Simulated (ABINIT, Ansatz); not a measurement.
# Quasiparticle gap of CdS (Greenockite) in ABINIT

Aim: the G0W0 gap of CdS (Greenockite) on PBE, step by step.

Method: PBE and many-body steps on it, plane waves, in ABINIT 10.8.3.

## 1. The structure

The structure is hexagonal, space group P6_3mc (No. 186). The conventional cell has a = 4.137 Å, b = 4.137 Å, c = 6.714 Å, α = 90.00°, β = 90.00°, γ = 120.00°. Cd has 4 S at 2.52 to 2.53 Å nearest. S has 4 Cd at 2.52 to 2.53 Å nearest. Farther neighbours and most contacts between anions are not listed.

Structure file:

```cif
data_structure
_symmetry_space_group_name_H-M 'P 1'
_symmetry_Int_Tables_number 1
_cell_length_a 4.1370
_cell_length_b 4.1370
_cell_length_c 6.7144
_cell_angle_alpha 90.000
_cell_angle_beta 90.000
_cell_angle_gamma 120.000
_cell_volume 99.52
loop_
_atom_site_label
_atom_site_type_symbol
_atom_site_fract_x
_atom_site_fract_y
_atom_site_fract_z
_atom_site_occupancy
Cd1 Cd 0.66667 0.33333 0.00000 1
Cd2 Cd 0.33333 0.66667 0.50000 1
S3 S 0.66667 0.33333 0.37500 1
S4 S 0.33333 0.66667 0.87500 1
```

The cell and positions come from the Crystallography Open Database and are kept as given unless a step says otherwise.

## 2. Ground state

This step: ABINIT 10.8.3; DFT, PBE, plane waves, norm-conserving pseudopotentials.

The ground-state density comes first.

run.abi

```
acell 3*1.0 Angstrom
rprim 
  4.137000000025 -0.000000000006 0.000000000000
  -2.068500000008 3.582747095481 0.000000000000
  0.000000000000 0.000000000000 6.714400000000
ntypat 2
znucl 48 16
natom 4
typat 1 1 2 2
xred 
  0.666666666667 0.333333333333 0.000000000000
  0.333333333333 0.666666666667 0.500000000000
  0.666666666667 0.333333333333 0.375000000000
  0.333333333333 0.666666666667 0.875000000000
pp_dirpath "pseudos"
pseudos "Cd.upf, S.upf"
ecut 47
ngkpt 6 6 4
nshiftk 1
shiftk 0 0 0
kptopt 1
chksymbreak 0
nband 32
occopt 1
tolvrs 1e-10
nstep 60
prtwf 0
optforces 0
optstress 0
indata_prefix "in"
outdata_prefix "out"
tmpdata_prefix "tmp"
```

Started as:

```
OMP_NUM_THREADS=1 mpirun -n 4 abinit run.abi > log
```

Numbers of over 12 decimals in the logs are rounded to 6 here.

The log of the run:

```text
.Version 10.8.3 of ABINIT. v10.8.2 released Aug 2026.

 Symmetries : space group P6_3 m c (#186); Bravais hP (primitive hexag.)
================================================================================
 Values of the parameters that define the memory need of the present run
     intxc =       0    ionmov =       0      iscf =       7    lmnmax =       6
     lnmax =       6     mgfft =      80  mpssoang =       3    mqgrid =    3916
     natom =       4  nloc_mem =       1    nspden =       1   nspinor =       1
    nsppol =       1      nsym =      12    n1xccc =    2501    ntypat =       2
    occopt =       1   xclevel =       2
-    mband =          32        mffmem =           1         mkmem =           6
       mpw =       10374          nfft =      200000          nkpt =          21
================================================================================
  Rough estimation (10% accuracy) of disk space for files :
================================================================================

--------------------------------------------------------------------------------
------------- Echo of variables that govern the present computation ------------
--------------------------------------------------------------------------------
 -outvars: echo values of preprocessed input variables --------
            acell      1.8897261259E+00  1.8897261259E+00  1.8897261259E+00 Bohr

      chksymbreak           0
             ecut      4.70000000E+01 Hartree
-          fftalg         312

              ixc     -101130
              kpt      0.00000000E+00  0.00000000E+00  0.00000000E+00
                       1.66666667E-01  0.00000000E+00  0.00000000E+00
                       3.33333333E-01  0.00000000E+00  0.00000000E+00
                       5.00000000E-01  0.00000000E+00  0.00000000E+00
                       1.66666667E-01  1.66666667E-01  0.00000000E+00
                       3.33333333E-01  1.66666667E-01  0.00000000E+00
                       3.33333333E-01  3.33333333E-01  0.00000000E+00
                       0.00000000E+00  0.00000000E+00  2.50000000E-01
                       1.66666667E-01  0.00000000E+00  2.50000000E-01
   [... 10 further rows ...]
                       3.33333333E-01  1.66666667E-01  5.00000000E-01
                       3.33333333E-01  3.33333333E-01  5.00000000E-01
         kptrlatt        6    0    0      0    6    0      0    0    4
          kptrlen      4.69067819E+01
P           mkmem           6
            natom           4
            nband          32
            ngfft          50      50      80
             nkpt          21
            nstep          60
             nsym          12
           ntypat           2
              occ      2.000000  2.000000  2.000000  2.000000  2.000000  2.000000
                       2.000000  2.000000  2.000000  2.000000  2.000000  2.000000
                       2.000000  2.000000  2.000000  2.000000  2.000000  2.000000
                       2.000000  2.000000  2.000000  2.000000  2.000000  2.000000
                       2.000000  2.000000  0.000000  0.000000  0.000000  0.000000
                       0.000000  0.000000
        optforces           0
        optstress           0
            prtwf           0
            rprim      4.1370000000E+00 -6.0000000000E-12  0.0000000000E+00
[...]
spgroup         186

           tolvrs      1.00000000E-10

             xred      6.6666666667E-01  3.3333333333E-01  0.0000000000E+00
[...]
znucl       48.00000   16.00000

================================================================================

 chkinp: Checking input parameters for consistency.

================================================================================
== DATASET  1 ==================================================================
-   mpi_nproc: 4, omp_nthreads: 1 (-1 if OMP is not activated)

--- !DatasetInfo
iteration_state: {dtset: 1, }
dimensions: {natom: 4, nkpt: 21, mband: 32, nsppol: 1, nspinor: 1, nspden: 1, mpw: 10374, }
cutoff_energies: {ecut:  47.0, pawecutdg:  -1.0, }
electrons: {nelect:   5.20000000E+01, charge:   0.00000000E+00, occopt:   1.00000000E+00, tsmear:   1.00000000E-02, }

 Real(R)+Recip(G) space primitive vectors, cartesian coordinates (Bohr,Bohr^-1):
 R(1)=  7.8177970  0.0000000  0.0000000  G(1)=  0.1279133  0.0738508  0.0000000
 R(2)= -3.9088985  6.7704108  0.0000000  G(2)=  0.0000000  0.1477015  0.0000000
 R(3)=  0.0000000  0.0000000 12.6883771  G(3)=  0.0000000  0.0000000  0.0788123
 Unit cell volume ucvol=  6.7159196E+02 bohr^3
 Angles (23,13,12)=  9.00000000E+01  9.00000000E+01  1.20000000E+02 degrees

 getcut: wavevector=  0.0000  0.0000  0.0000  ngfft=  50  50  80
         ecut(hartree)=     47.000   => boxcut(ratio)=   2.04301

--- Pseudopotential description ------------------------------------------------
- Cd Generated using ONCVPSP code by D. R. Hamann
- 48.00000  20.00000  171031                  znucl, zion, pspdat
12 -101130 2 -1 1368                          pspcod,pspxc,lmax,lloc,mmax
     nproj     2     2     2
  pspatm : epsatm=   23.16453630
         --- l  ekb(1:nproj) -->
[...]
pspatm: atomic psp has been read  and splines computed

- S Generated using ONCVPSP code by D. R. Hamann
- 16.00000   6.00000  171031                  znucl, zion, pspdat
12 -101130 2 -1 1146                          pspcod,pspxc,lmax,lloc,mmax
     nproj     2     2     2
  pspatm : epsatm=    9.01821529
         --- l  ekb(1:nproj) -->
[...]
pspatm: atomic psp has been read  and splines computed

   3.34700617E+03                                ecore*ucvol(ha*bohr**3)
--------------------------------------------------------------------------------

_setup2: Arith. and geom. avg. npw (full set) are   10337.674   10337.653

================================================================================

--- !BeginCycle
iteration_state: {dtset: 1, }
solver: {iscf: 7, nstep: 60, nline: 4, wfoptalg: 0, }
tolerances: {tolvrs: 1.00E-10, }

     iter   Etot(hartree)      deltaE(h)  residm     vres2
 ETOT  1  -367.28009184185    -3.673E+02 2.094E+00 1.369E+04
 ETOT  2  -369.87486109501    -2.595E+00 6.594E-02 2.248E+04
 ETOT  3  -372.47550389112    -2.601E+00 1.876E-02 2.982E+03
 ETOT  4  -372.70774445181    -2.322E-01 3.565E-02 1.085E+03
 ETOT  5  -372.81592907893    -1.082E-01 3.365E-02 1.607E+02
 ETOT  6  -372.83534213722    -1.941E-02 7.224E-03 7.054E-01
 ETOT  7  -372.83502679054     3.153E-04 2.267E-03 3.847E+00
 ETOT  8  -372.83551059752    -4.838E-04 1.767E-03 8.023E-02
 ETOT  9  -372.83551882181    -8.224E-06 7.412E-04 1.953E-02
 ETOT 10  -372.83552137949    -2.558E-06 5.680E-04 9.047E-06
 ETOT 11  -372.83552138397    -4.476E-09 2.466E-04 5.090E-07
 ETOT 12  -372.83552138409    -1.203E-10 3.960E-04 1.699E-07
 ETOT 13  -372.83552138410    -1.046E-11 1.647E-04 4.864E-09
 ETOT 14  -372.83552138412    -1.631E-11 2.806E-04 5.035E-10
 ETOT 15  -372.83552138411     1.171E-11 1.079E-04 1.700E-11

 At SCF step   15       vres2   =  1.70E-11 < tolvrs=  1.00E-10 =>converged.

--- !ResultsGS
iteration_state: {dtset: 1, }
comment   : Summary of ground state results
lattice_vectors:
- [  7.8177970,  -0.0000000,   0.0000000, ]
- [ -3.9088985,   6.7704108,   0.0000000, ]
- [  0.0000000,   0.0000000,  12.6883771, ]
lattice_lengths: [   7.81780,    7.81780,   12.68838, ]
lattice_angles: [ 90.000,  90.000, 120.000, ] # degrees, (23, 13, 12)
lattice_volume:   6.7159196E+02
convergence: {deltae:  1.171E-11, res2:  1.700E-11, residm:  1.079E-04, diffor:  0.000E+00, }
etotal    :  -3.72835521E+02
entropy   :   0.00000000E+00
fermie    :   1.59064417E-01
cartesian_stress_tensor: null
pressure_GPa: null
xred      :
- [  6.6667E-01,   3.3333E-01,   0.0000E+00, Cd]
- [  3.3333E-01,   6.6667E-01,   5.0000E-01, Cd]
- [  6.6667E-01,   3.3333E-01,   3.7500E-01,  S]
- [  3.3333E-01,   6.6667E-01,   8.7500E-01,  S]
cartesian_forces: null
force_length_stats: {min: null, max: null, mean: null, }

 Integrated electronic density in atomic spheres:
 ------------------------------------------------
 Atom  Sphere_radius  Integrated_density
[...]
4        2.00000          3.91441626
================================================================================

 ----iterations are completed or convergence reached----

 Mean square residual over all n,k,spin=   53.716E-08; max=  10.793E-05
 reduced coordinates (array xred) for    4 atoms
       0.666666666667      0.333333333333      0.000000000000
       0.333333333333      0.666666666667      0.500000000000
       0.666666666667      0.333333333333      0.375000000000
       0.333333333333      0.666666666667      0.875000000000
 rms dE/dt=  0.0000E+00; max dE/dt=  0.0000E+00; dE/dt below (all hartree)
    1       0.000000000000      0.000000000000      0.000000000000
    2       0.000000000000      0.000000000000      0.000000000000
    3       0.000000000000      0.000000000000      0.000000000000
    4       0.000000000000      0.000000000000      0.000000000000

 cartesian coordinates (angstrom) at end:
    1      2.068500     1.194249     0.000000
    2      3e-12     2.388498     3.357200
    3      2.068500     1.194249     2.517900
    4      3e-12     2.388498     5.875100
 length scales=  1.889726125908  1.889726125908  1.889726125908 bohr
              =  1.000000000000  1.000000000000  1.000000000000 angstroms
 prteigrs : about to open file out_EIG
 Fermi (or HOMO) energy (hartree) =   0.15906   Average Vxc (hartree)=  -0.34318
 Eigenvalues (hartree) for nkpt=  21  k points:
 kpt#   1, nband= 32, wtk=  0.00694, kpt=  0.0000  0.0000  0.0000 (reduced coord)
  -3.56533   -3.56533   -2.13447   -2.13447   -2.13447   -2.13447   -2.13447   -2.13444
  -0.29477   -0.27875   -0.12392   -0.12308   -0.12308   -0.11985   -0.11985   -0.10807
  -0.10807   -0.10469   -0.10469   -0.09211   -0.00200    0.13081    0.13081    0.15747
   0.15906    0.15906    0.20384    0.26210    0.39658    0.39658    0.40874    0.43732
 prteigrs : prtvol=0 or 1, do not print more k-points.

--- !EnergyTerms
iteration_state     : {dtset: 1, }
comment             : Components of total free energy in Hartree
kinetic             :  1.30792840671247E+02
hartree             :  1.30665951546840E+02
xc                  : -5.48471667663302E+01
Ewald energy        : -1.98435159911346E+02
psp_core            :  4.98369007657193E+00
local_psp           : -3.97490614024607E+02
non_local_psp       :  1.14949370235193E+01
total_energy        : -3.72835521384105E+02
total_energy_eV     : -1.01453713786046E+04
band_energy         : -4.21798185802947E+01

== END DATASET(S) ==============================================================
================================================================================

 -outvars: echo values of variables after computation  --------
           etotal     -3.7283552138E+02
            nband          32
             nkpt          21
          spgroup         186
 [... the other variables as echoed above ...]

 Calculation completed.
```

Elapsed: 3.4 min, on 4 MPI ranks of Intel Xeon Platinum 8259CL at 2.50GHz (Skylake/Cascade Lake), shared host; peak memory 0.61 GiB.

Numbers from this step:

```yaml
total_energy: -10145.3714 eV
gap: 1.219 eV
k_of_the_valence_top: 0, 0, 0
k_of_the_conduction_bottom: 0, 0, 0
least_direct_gap: 1.219 eV
```

The gap is direct, at Γ.

(Continued in part 2 of 3.)

[Paths, hosts, dates, memory and timing lines, banners, echoed tables and standing remarks are left out of the program output.]

[Logs are printed without paths, hosts, clocks, repeated set-up lines and the standing remarks that a program may print on its own settings, such as how far it seeks lower states.]

[Runs of the session that timed out or met a known fault of the program may be left out.]

[No measured gap is set beside runs whose start may be inverted or whose files or cutoffs have a known fault.]

[Hosts, paths, dates, database ids (printed as entryN), source tags and the programs' standing remarks are cut or masked in the printed files.]

[G0W0 gaps are taken among the corrected bands and points alone; a level outside them can change the order at an edge.]

[Where Ansatz stands beside ABINIT at settings called matched, ABINIT's density can come from a denser mesh and the files from another edition; pairs whose starting gaps differed by over 0.03 eV were left out, so agreement reads better than it is.]
